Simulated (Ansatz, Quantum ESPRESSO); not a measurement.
# AlN (P6_3mc): Raman and infrared activity, part 2 of 3

Aim: Raman and infrared lines of AlN (P6_3mc).

Quantum ESPRESSO 8.0 development, patched; DFT LDA, scalar-relativistic, plane waves, PseudoDojo norm-conserving pseudopotentials.

So far. Step 2 (A first look): A gap of 4.3 eV opens on this mesh, so the crystal is taken as an insulator; the start stands at -6.3 GPa. Step 4 (Self-consistent run for the response): The cell stands at -0.13 GPa, close enough for phonons. The relaxed cell has a = 3.081, c = 4.930 Å (conventional setting).

The database entry behind the starting cell differs from later determinations by our own check (inner coordinate u about 0.002 short), so it need not match the best structure at ambient conditions.

**5. Zone-centre response**

At q = 0 one unit cell holds all displacements; symmetry groups them into irreducible representations that are solved one by one. The response to a field gives ε∞ and the Born charges, which polar modes need. Third-order response adds the Raman tensors.

Input file ph.in:

```
phonons
&INPUTPH
  prefix = 'x'
  outdir = './tmp'
  fildyn = 'g.dyn'
  tr2_ph = 1.0d-18
  epsil  = .true.
  lraman = .true.
  elop   = .true.
/
0.000000000 0.000000000 0.000000000
```

On the command line:

```sh
$ OMP_NUM_THREADS=1 mpirun -n 8 ph.x -nk 8 -in ph.in > ph.out
```

The log of the run:

```text
[banners, grids, parts of the stress and lines that vanish by symmetry left out]
[banner, memory and clock lines left out]
Program PHONON v.8.0dev

[...]
(   1q-points):
[...]
Exchange-correlation= PW
                           (   1   4   0   0   0   0   0)
[...]
kinetic-energy cut-off    =      72.0000  Ry
     charge density cut-off    =     288.0000  Ry
     convergence threshold     =      1.0E-18
[...]
Exchange-correlation= PW
                           (   1   4   0   0   0   0   0)
[...]
q = (   0.0000000   0.0000000   0.0000000 )
     13 Sym.Ops. (with q -> -q+G )
     G cutoff =  247.2231  (  22539 G-vectors)     FFT grid: ( 32, 32, 54)
     number of k points=    36
[...]
Mode symmetry, C_6v (6mm)  point group:
[...]
Dielectric constant
[...]
End of electric fields calculation
          Dielectric constant in cartesian axis
          (       4.347017245      -0.000000000       0.000000000 )
          (      -0.000000000       4.347017246       0.000000000 )
          (       0.000000000      -0.000000000       4.562657342 )
          Effective charges (d Force / dE) in cartesian axis without acoustic sum rule applied (asr)
           atom    1  Al    Mean Z*:        2.56195
      Ex  (        2.50786       -0.00000       -0.00000 )
      Ey  (       -0.00000        2.50786       -0.00000 )
      Ez  (        0.00000        0.00000        2.67013 )
           atom    2  Al    Mean Z*:        2.56195
      Ex  (        2.50786        0.00000       -0.00000 )
      Ey  (       -0.00000        2.50786        0.00000 )
      Ez  (       -0.00000       -0.00000        2.67013 )
           atom    3  N     Mean Z*:       -2.56209
      Ex  (       -2.50843       -0.00000        0.00000 )
      Ey  (        0.00000       -2.50843        0.00000 )
      Ez  (        0.00000        0.00000       -2.66941 )
           atom    4  N     Mean Z*:       -2.56209
      Ex  (       -2.50843       -0.00000        0.00000 )
      Ey  (        0.00000       -2.50843       -0.00000 )
      Ez  (        0.00000        0.00000       -2.66941 )
          Effective charges Sum: Mean:       -0.00028
[...]
Effective charges (d Force / dE) in cartesian axis with asr applied:
           atom    1  Al    Mean Z*:        2.56202
[...]
atom    2  Al    Mean Z*:        2.56202
[...]
atom    3  N     Mean Z*:       -2.56202
[...]
atom    4  N     Mean Z*:       -2.56202
[...]
Dielectric constant from finite-differences
          (       4.346968403      -0.000000000       0.000000000 )
          (      -0.000000000       4.346968404      -0.000000000 )
          (       0.000000000      -0.000000000       4.562653893 )
[...]
(      -0.000000000      -0.000000000      -0.063991346 )
          (      -0.000000000      -0.000000000       0.000000000 )
          (      -0.063991346       0.000000000       0.000000000 )
          (      -0.000000000      -0.000000000      -0.000000000 )
          (      -0.000000000      -0.000000000      -0.063991346 )
          (      -0.000000000      -0.063991346       0.000000000 )
          (      -0.063991346      -0.000000000      -0.000000000 )
          (      -0.000000000      -0.063991346       0.000000000 )
[...]
(      -0.000000000       0.260742480      -0.172103845 )
          (      -0.000000000      -0.172103845       0.000000000 )
          (      -0.192482502       0.000000000       0.000000000 )
          (       0.000000000      -0.192482503       0.000000000 )
          (       0.000000000       0.000000000       0.414150123 )
[...]
Representation #   1 mode #   1
[...]
End of self-consistent calculation
     Convergence has been achieved
     Representation #   2 mode #   2
[...]
End of self-consistent calculation
     Convergence has been achieved
     Representation #   3 mode #   3
[...]
End of self-consistent calculation
     Convergence has been achieved
     Representation #   4 mode #   4
[...]
End of self-consistent calculation
     Convergence has been achieved
     Representation #   5 modes #   5   6
[...]
End of self-consistent calculation
     Convergence has been achieved
     Representation #   6 modes #   7   8
[...]
End of self-consistent calculation
     Convergence has been achieved
     Representation #   7 modes #   9  10
[...]
End of self-consistent calculation
     Convergence has been achieved
     Representation #   8 modes #  11  12
[...]
End of self-consistent calculation
     Convergence has been achieved
[...]
Dielectric constant in cartesian axis
          (       4.347017245      -0.000000000       0.000000000 )
          (      -0.000000000       4.347017246       0.000000000 )
          (       0.000000000      -0.000000000       4.562657342 )
          Effective charges (d Force / dE) in cartesian axis without acoustic sum rule applied (asr)
           atom    1  Al    Mean Z*:        2.56195
      Ex  (        2.50786       -0.00000       -0.00000 )
      Ey  (       -0.00000        2.50786       -0.00000 )
      Ez  (        0.00000        0.00000        2.67013 )
           atom    2  Al    Mean Z*:        2.56195
      Ex  (        2.50786        0.00000       -0.00000 )
      Ey  (       -0.00000        2.50786        0.00000 )
      Ez  (       -0.00000       -0.00000        2.67013 )
           atom    3  N     Mean Z*:       -2.56209
      Ex  (       -2.50843       -0.00000        0.00000 )
      Ey  (        0.00000       -2.50843        0.00000 )
      Ez  (        0.00000        0.00000       -2.66941 )
           atom    4  N     Mean Z*:       -2.56209
      Ex  (       -2.50843       -0.00000        0.00000 )
      Ey  (        0.00000       -2.50843       -0.00000 )
      Ez  (        0.00000        0.00000       -2.66941 )
          Effective charges Sum: Mean:       -0.00028
[...]
Effective charges (d Force / dE) in cartesian axis with asr applied:
           atom    1  Al    Mean Z*:        2.56202
[...]
atom    2  Al    Mean Z*:        2.56202
[...]
atom    3  N     Mean Z*:       -2.56202
[...]
atom    4  N     Mean Z*:       -2.56202
[...]
q = (    0.000000000   0.000000000   0.000000000 )
[...]
freq (    1) =      -0.019434 [THz] =      -0.648263 [cm-1]
     freq (    2) =      -0.015701 [THz] =      -0.523714 [cm-1]
     freq (    3) =      -0.015701 [THz] =      -0.523714 [cm-1]
     freq (    4) =       7.242746 [THz] =     241.592002 [cm-1]
     freq (    5) =       7.242746 [THz] =     241.592002 [cm-1]
     freq (    6) =      16.649920 [THz] =     555.381553 [cm-1]
     freq (    7) =      18.772968 [THz] =     626.198793 [cm-1]
     freq (    8) =      20.212816 [THz] =     674.226984 [cm-1]
     freq (    9) =      20.212816 [THz] =     674.226984 [cm-1]
     freq (   10) =      20.525571 [THz] =     684.659366 [cm-1]
     freq (   11) =      20.525571 [THz] =     684.659366 [cm-1]
     freq (   12) =      22.103761 [THz] =     737.302100 [cm-1]
[...]
Mode symmetry, C_6v (6mm)  point group:
     freq (   1-   1) =         -0.6  [cm-1]   --> A_1             I+R
     freq (   2-   3) =         -0.5  [cm-1]   --> E_1             I+R
     freq (   4-   5) =        241.6  [cm-1]   --> E_2             R
     freq (   6-   6) =        555.4  [cm-1]   --> B_1
     freq (   7-   7) =        626.2  [cm-1]   --> A_1             I+R
     freq (   8-   9) =        674.2  [cm-1]   --> E_2             R
     freq (  10-  11) =        684.7  [cm-1]   --> E_1             I+R
     freq (  12-  12) =        737.3  [cm-1]   --> B_1
```

Run time: 2.3 min. Hardware: 8 MPI ranks of Arm Neoverse V2, shared host; 18 min of CPU time.

Read from the output:

- miss of the charge sum rule: 0.001440 e
- largest acoustic frequency at the zone centre before the sum rule: -0.65 cm⁻¹
- highest optical zone-centre mode (no LO-TO term): 737.3 cm⁻¹
- lowest optical zone-centre mode: 241.6 cm⁻¹
- mean high-frequency dielectric constant: 4.419
- largest Born charge in size (third of the trace): 2.562 e

Born charge (rows field, columns displacement), before the sum rule (e), principal values of the symmetric part by kind of site:

```csv
atom,atoms with these values,low,middle,high,mean
Al1,2,2.51,2.51,2.67,2.56
N3,2,-2.67,-2.51,-2.51,-2.56
```

In full for Al1:

```
2.51 0.00 0.00
0.00 2.51 0.00
0.00 0.00 2.67
```

High-frequency dielectric tensor:

```
4.35 0.00 0.00
0.00 4.35 0.00
0.00 0.00 4.56
```

The acoustic modes at Γ come out as far as 0.7 cm⁻¹ from zero, where they should vanish, a small numerical error; the Born charges miss their sum rule by 0.0014 e, which is good.

**6. Zone-centre analysis**

A rigid shift of the crystal must cost nothing, but grids and finite bases break this; the acoustic sum rule is imposed before the matrix is diagonalised again. With Born charges the intensities follow, and the static dielectric tensor.

Input file dynmat.in:

```
&INPUT
  fildyn = 'g.dyn'
  asr    = 'crystal'
  fileig = 'dynmat.eig'
  lperm  = .true.
/
```

On the command line:

```sh
$ dynmat.x -in dynmat.in > dynmat.out
```

The log of the run:

```text
[banner, memory and clock lines left out]
Program DYNMAT v.8.0dev

     Reading Dynamical Matrix from file g.dyn
     ...Force constants read
     ...epsilon and Z* read
     ...Raman cross sections read
     Acoustic Sum Rule: || Z*(ASR) - Z*(orig)|| =    1.076731E-03
     Acoustic Sum Rule: ||dyn(ASR) - dyn(orig)||=    1.601515E-06
     A direction for q was not specified:TO-LO splitting will be absent

     Polarizability (A^3 units)
     multiply by 0.467370 for Clausius-Mossotti correction (not under assume_isolated = 'mt')
        10.792295   -0.000000    0.000000
        -0.000000   10.792295   -0.000000
         0.000000    0.000000   11.487616

     IR activities are in (D/A)^2/amu units
     Raman activities are in A^4/amu units
     multiply Raman by 0.047714 for Clausius-Mossotti correction (not under assume_isolated = 'mt')

# mode   [cm-1]    [THz]      IR          Raman   depol.fact
    1      0.00    0.0000    0.0000         0.0000    0.6875
    2      0.00    0.0000    0.0000         0.0000    0.7484
    3      0.00    0.0000    0.0000         0.0000    0.6877
    4    241.59    7.2427    0.0000         0.0575    0.7500
    5    241.59    7.2427    0.0000         0.0575    0.7500
    6    555.38   16.6499    0.0000         0.0000    0.7493
    7    626.20   18.7730   35.6696        20.8181    0.7478
    8    674.23   20.2128    0.0000         9.6972    0.7500
    9    674.23   20.2128    0.0000         9.6972    0.7500
   10    684.66   20.5256   31.4814         5.0060    0.7500
   11    684.66   20.5256   31.4814         5.0060    0.7500
   12    737.30   22.1038    0.0000         0.0000    0.7484

Electronic dielectric permittivity tensor (relative, adimensional)
         4.347017   -0.000000    0.000000
        -0.000000    4.347017   -0.000000
         0.000000    0.000000    4.562657

 ... with zone-center polar mode contributions
         7.882044   -0.000000    0.000000
        -0.000000    7.882044    0.000000
         0.000000    0.000000    9.350725

)
[end of the log left out, with the tail of the file of modes that dynmat.x writes under the same name]
```

Run time: 0.47 s. Hardware: 1 thread.

Numbers from this step:

| Quantity | Value |
| --- | --- |
| mean static dielectric constant | 8.372 |

Unit eigenvectors of the mass-weighted matrix after the sum rule; no LO-TO term. Modes at Γ, with each element's share of the kinetic energy:

```csv
mode,frequency (cm⁻¹),symmetry,Al %,N %
1,0.0,acoustic,66,34
2,0.0,acoustic,66,34
3,0.0,acoustic,66,34
4,241.6,E2,71,29
5,241.6,E2,71,29
6,555.4,B1,100,0
7,626.2,A1,34,66
8,674.2,E2,29,71
9,674.2,E2,29,71
10,684.7,E1,34,66
11,684.7,E1,34,66
12,737.3,B1,0,100
```

Displacements in mode 4 (241.6 cm⁻¹), the largest set to 1:
```
Al1  1.00  0.39  0.00
Al2 -1.00 -0.39  0.00
N3  -0.89 -0.35  0.00
N4   0.89  0.35  0.00
```

Displacements in mode 12 (737.3 cm⁻¹), the largest set to 1:
```
Al1  0.00  0.00  0.00
Al2  0.00  0.00  0.00
N3   0.00  0.00  1.00
N4   0.00  0.00 -1.00
```

Degenerate modes summed, no LO-TO term. Lines of the infrared spectrum (strongest = 100):

```csv
position (cm⁻¹),lines merged,label,"IR intensity, relative"
242,2,E2,0.0
555,1,B1,0.0
626,1,A1,57
674,2,E2,0.0
685,2,E1,100
737,1,B1,0.0
```

Degenerate modes summed. Raman lines, with heights relative to the strongest:

```csv
position (cm⁻¹),lines merged,label,"Raman activity, relative"
242,2,E2,0.6
555,1,B1,0.0
626,1,A1,100
674,2,E2,93
685,2,E1,48
737,1,B1,0.0
```

Static dielectric tensor (ions relaxed, fixed cell):

```
7.88 0.00 0.00
0.00 7.88 0.00
0.00 0.00 9.35
```

The rule moves no optical mode by more than 0.1 cm⁻¹.

**7. Sum rules set otherwise: a sum rule for molecules or wires on a crystal**

This rule also removes rotations, which suits wires and not a crystal; it is tried to see the harm.

Input file dynmat.in:

```
&INPUT
  fildyn = 'g.dyn'
  asr    = 'one-dim'
  fileig = 'dynmat.eig'
  lperm  = .true.
/
```

On the command line:

```sh
$ dynmat.x -in dynmat.in > dynmat.out
```

The log of the run:

```text
[banner, memory and clock lines left out]
Program DYNMAT v.8.0dev

     Reading Dynamical Matrix from file g.dyn
     ...Force constants read
     ...epsilon and Z* read
     ...Raman cross sections read
asr rotation axis in 1D system=    3
     For the rotational sum rules    3 atoms are taken in another cell, next to their neighbours
     Acoustic Sum Rule: || Z*(ASR) - Z*(orig)|| =    1.076731E-03
     Acoustic Sum Rule: ||dyn(ASR) - dyn(orig)||=    5.635852E-01
     Message from routine dynmat:
     WARNING: the charges keep any dipole. Ignore the strengths of the modes set to zero; with q typed a rigid rotation may get a frequency
     A direction for q was not specified:TO-LO splitting will be absent

     Polarizability (A^3 units)
     multiply by 0.467370 for Clausius-Mossotti correction (not under assume_isolated = 'mt')
        10.792295   -0.000000    0.000000
        -0.000000   10.792295   -0.000000
         0.000000    0.000000   11.487616

     IR activities are in (D/A)^2/amu units
     Raman activities are in A^4/amu units
     multiply Raman by 0.047714 for Clausius-Mossotti correction (not under assume_isolated = 'mt')

# mode   [cm-1]    [THz]      IR          Raman   depol.fact
    1     -0.00   -0.0000    2.9757         0.7656    0.7500
    2     -0.00   -0.0000    0.2202         0.0567    0.7500
    3      0.00    0.0000    9.2551         2.3862    0.7500
    4      0.00    0.0000    0.2339         0.0602    0.7500
    5    243.32    7.2945    0.1728         0.1633    0.7500
    6    459.57   13.7776   10.1220         2.9128    0.7500
    7    555.38   16.6499    0.0000         0.0000    0.7494
    8    626.20   18.7730   35.6696        20.8181    0.7478
    9    676.62   20.2846    7.1717         8.6287    0.7500
   10    684.66   20.5256   31.4814         5.0060    0.7500
   11    687.66   20.6157    1.3300         9.5420    0.7500
   12    737.30   22.1038    0.0000         0.0000    0.7500

Electronic dielectric permittivity tensor (relative, adimensional)
         4.347017   -0.000000    0.000000
        -0.000000    4.347017   -0.000000
         0.000000    0.000000    4.562657

 ... with zone-center polar mode contributions
         7.882044   -0.000000   -0.000000
        -0.000000    7.995880   -0.000000
        -0.000000   -0.000000    9.350725

[end of the log left out, with the tail of the file of modes that dynmat.x writes under the same name]
```

Wall time 0.47 s (1 thread).

The program raised no error, yet the settings are not those of a careful run.

The fault: a sum rule for molecules or wires on a crystal; 1 optical mode is projected out to zero frequency, as if it were a rotation.

For a crystal the rule has to be 'simple' or 'crystal'.

Zone-centre frequencies as printed; negative means imaginary. Modes:

```csv
mode,frequency (cm⁻¹)
1,0
2,0
3,0
4,0
5,243.3
6,459.6
7,555.4
8,626.2
9,676.6
10,684.7
11,687.7
12,737.3
```

**8. Sum rules set otherwise (asr simple)**

The rule can be imposed in more than one way; the choices should agree where the raw error is small.

Input file dynmat.in:

```
&INPUT
  fildyn = 'g.dyn'
  asr    = 'simple'
  fileig = 'dynmat.eig'
  lperm  = .true.
/
```

On the command line:

```sh
$ dynmat.x -in dynmat.in > dynmat.out
```

The log of the run:

```text
[banner, memory and clock lines left out]
Program DYNMAT v.8.0dev

     Reading Dynamical Matrix from file g.dyn
     ...Force constants read
     ...epsilon and Z* read
     ...Raman cross sections read
     A direction for q was not specified:TO-LO splitting will be absent

     Polarizability (A^3 units)
     multiply by 0.467370 for Clausius-Mossotti correction (not under assume_isolated = 'mt')
        10.792295   -0.000000    0.000000
        -0.000000   10.792295   -0.000000
         0.000000    0.000000   11.487616

     IR activities are in (D/A)^2/amu units
     Raman activities are in A^4/amu units
     multiply Raman by 0.047714 for Clausius-Mossotti correction (not under assume_isolated = 'mt')

# mode   [cm-1]    [THz]      IR          Raman   depol.fact
    1     -0.00   -0.0000    0.0000         0.0000    0.7474
    2     -0.00   -0.0000    0.0000         0.0000    0.7495
    3      0.00    0.0000    0.0000         0.0000    0.6855
    4    241.59    7.2428    0.0000         0.0575    0.7500
    5    241.59    7.2428    0.0000         0.0575    0.7500
    6    555.38   16.6499    0.0000         0.0000    0.7482
    7    626.20   18.7730   35.6696        20.8181    0.7478
    8    674.23   20.2128    0.0000         9.6972    0.7500
    9    674.23   20.2128    0.0000         9.6972    0.7500
   10    684.66   20.5256   31.4814         5.0060    0.7500
   11    684.66   20.5256   31.4814         5.0060    0.7500
   12    737.30   22.1038    0.0000         0.0000    0.7423

Electronic dielectric permittivity tensor (relative, adimensional)
         4.347017   -0.000000    0.000000
        -0.000000    4.347017   -0.000000
         0.000000    0.000000    4.562657

 ... with zone-center polar mode contributions
         7.882042    0.000000   -0.000000
         0.000000    7.882042    0.000000
        -0.000000    0.000000    9.350719

[end of the log left out, with the tail of the file of modes that dynmat.x writes under the same name]
```

Wall time 0.46 s (1 thread).

Zone-centre frequencies as printed; negative means imaginary. Modes:

```csv
mode,frequency (cm⁻¹)
1,0
2,0
3,0
4,241.6
5,241.6
6,555.4
7,626.2
8,674.2
9,674.2
10,684.7
11,684.7
12,737.3
```

Against the first rule no mode moves by more than 0.1 cm⁻¹.

**9. Modes along a direction of q (1 0 0)**

A longitudinal polar mode sets up a macroscopic field that stiffens it; the term hangs on the direction from which q goes to zero.

Input file dynmat.in:

```
&INPUT
  fildyn = 'g.dyn'
  asr    = 'crystal'
  fileig = 'dynmat.eig'
  q(1)   = 1.0
  q(2)   = 0.0
  q(3)   = 0.0
/
```

On the command line:

```sh
$ dynmat.x -in dynmat.in > dynmat.out
```

The log of the run:

```text
[banner, memory and clock lines left out]
Program DYNMAT v.8.0dev

     Reading Dynamical Matrix from file g.dyn
     ...Force constants read
     ...epsilon and Z* read
     ...Raman cross sections read
     Acoustic Sum Rule: || Z*(ASR) - Z*(orig)|| =    1.076731E-03
     Acoustic Sum Rule: ||dyn(ASR) - dyn(orig)||=    1.601515E-06

     Polarizability (A^3 units)
     multiply by 0.467370 for Clausius-Mossotti correction (not under assume_isolated = 'mt')
        10.792295   -0.000000    0.000000
        -0.000000   10.792295   -0.000000
         0.000000    0.000000   11.487616

     IR activities are in (D/A)^2/amu units
     Raman activities are in A^4/amu units
     multiply Raman by 0.047714 for Clausius-Mossotti correction (not under assume_isolated = 'mt')

# mode   [cm-1]    [THz]      IR          Raman   depol.fact
    1     -0.00   -0.0000    0.0000         0.0000    0.6856
    2      0.00    0.0000    0.0000         0.0000    0.7113
    3      0.00    0.0000    0.0000         0.0000    0.7490
    4    241.59    7.2427    0.0000         0.0575    0.7500
    5    241.59    7.2427    0.0000         0.0575    0.7500
    6    555.38   16.6499    0.0000         0.0000    0.7479
    7    626.20   18.7730   35.6696        20.8181    0.7478
    8    674.23   20.2128    0.0000         9.6972    0.7500
    9    674.23   20.2128    0.0000         9.6972    0.7500
   10    684.66   20.5256   31.4814         5.0060    0.7500
   11    737.30   22.1038    0.0000         0.0000    0.7036
   12    921.93   27.6388   31.4814         5.0060    0.7500

[end of the log left out, with the tail of the file of modes that dynmat.x writes under the same name]
```

Elapsed: 0.46 s, on 1 thread.

Read from the output:

* highest mode moved by the LO-TO term: 921.9 cm⁻¹

Zone-centre frequencies as printed; negative means imaginary. Modes:

```csv
mode,frequency (cm⁻¹)
1,0
2,0
3,0
4,241.6
5,241.6
6,555.4
7,626.2
8,674.2
9,674.2
10,684.7
11,737.3
12,921.9
```

The field moves one mode, from 685 to 922 cm⁻¹; the others stay.

(Continued in part 3 of 3.)

[Host names and launcher messages were left out of these logs when they were recorded.]

[Logs are printed without paths, hosts, clocks, repeated set-up lines and the standing remarks that a program may print on its own settings, such as how far it seeks lower states.]

[Hosts, paths, dates, database ids (printed as entryN), source tags and the programs' standing remarks are cut or masked in the printed files.]
